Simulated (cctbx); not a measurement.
**What is wrong with this refinement?**

Cell a = 9.7080 Å, b = 9.7080 Å, c = 9.7080 Å, α = 90.00°, β = 90.00°, γ = 90.00°; space group P4_332 (no. 212). The compound is Co2CuIr3S6O2.

The data are simulated with cctbx, not measured: Cu Kα, λ = 1.54184 Å, to d = 0.83 Å, 95 % of the full sphere, strongest reflection 5000 counts, noise from counting, a 1.5 % proportional error and a noise floor of 15 counts (s.d.); no absorption.

An isotropic refinement with weights 1/σ² prints:

```text
Rint 0.129, 285 unique reflections to 0.83 A
cycle     R1     wR2    GooF  max shift (A)
   1  0.6633  0.9552  31.656   0.51551
   5  0.0271  0.0291   0.963   0.00001
final R1 0.0271 wR2 0.0291 GooF 0.963  parameters 11  data/parameter 25.9
atom        x        y        z      Ueq    occ   su(xyz)  su(Uiso or U11)
Ir1    0.87500  0.87394  0.62394   0.0082  1.000  0.00010  0.0001
Cu1    0.87500  0.37500  0.12500   0.0120  1.000  0.00000  0.0009
Co1    0.74720  0.75280  0.24720   0.0096  1.000  0.00033  0.0004
S1     0.86765  0.89248  0.39190   0.0130  1.000  0.00042  0.0007
O1     0.86278  0.86278  0.86278   0.0082  1.000  0.00114  0.0038
difference map: max 1.95 min -2.21 rms 0.64
Q1    0.0248  0.1155  0.9756   24    2.06  1.20 A from Co1
Q2    0.0161  0.5262  0.7131   24    1.98  1.85 A from S1
Q3    0.0354  0.2146  0.6250   12    1.95  1.24 A from Ir1
Q4    0.0717  0.6299  0.6506   24    1.91  1.84 A from S1
Q5    0.0623  0.6029  0.3962   24    1.88  0.87 A from S1
Q6    0.0305  0.0502  0.3807   24    1.76  1.10 A from S1
```

**Question.** Can this result stand? If not, what is the likely fault?

It can stand. The set-up had a fault (start far from the minimum), but the refinement still reached the right minimum: R1 = 0.0271, wR2 = 0.0291, GooF = 0.96 against R1 = 0.0271, wR2 = 0.0291, GooF = 0.96 for the right model.

The compound is Co2CuIr3S6O2. The right model at the same level gives:

```text
Rint 0.129, 285 unique reflections to 0.83 A
cycle     R1     wR2    GooF  max shift (A)
   1  0.1001  0.1700   5.634   0.05180
   3  0.0271  0.0291   0.963   0.00001
final R1 0.0271 wR2 0.0291 GooF 0.963  parameters 11  data/parameter 25.9
atom        x        y        z      Ueq    occ   su(xyz)  su(Uiso or U11)
Ir1    0.87500  0.87394  0.62394   0.0082  1.000  0.00010  0.0001
Cu1    0.87500  0.37500  0.12500   0.0120  1.000  0.00000  0.0009
Co1    0.74720  0.75280  0.24720   0.0096  1.000  0.00033  0.0004
S1     0.86765  0.89248  0.39190   0.0130  1.000  0.00042  0.0007
O1     0.86278  0.86278  0.86278   0.0082  1.000  0.00114  0.0038
difference map: max 1.95 min -2.21 rms 0.64
Q1    0.0248  0.1155  0.9756   24    2.06  1.20 A from Co1
Q2    0.0161  0.5262  0.7131   24    1.98  1.85 A from S1
Q3    0.0354  0.2146  0.6250   12    1.95  1.24 A from Ir1
Q4    0.0717  0.6299  0.6506   24    1.91  1.84 A from S1
Q5    0.0623  0.6029  0.3962   24    1.88  0.87 A from S1
Q6    0.0305  0.0502  0.3807   24    1.76  1.10 A from S1
```

The model was made for the exercise: a known structure type with other elements put in, its volume estimated, not relaxed; displacement parameters are assumed.

[Middle refinement cycles are left out of these outputs.]

[Logs are printed without paths, hosts, clocks, repeated set-up lines and the standing remarks that a program may print on its own settings, such as how far it seeks lower states.]
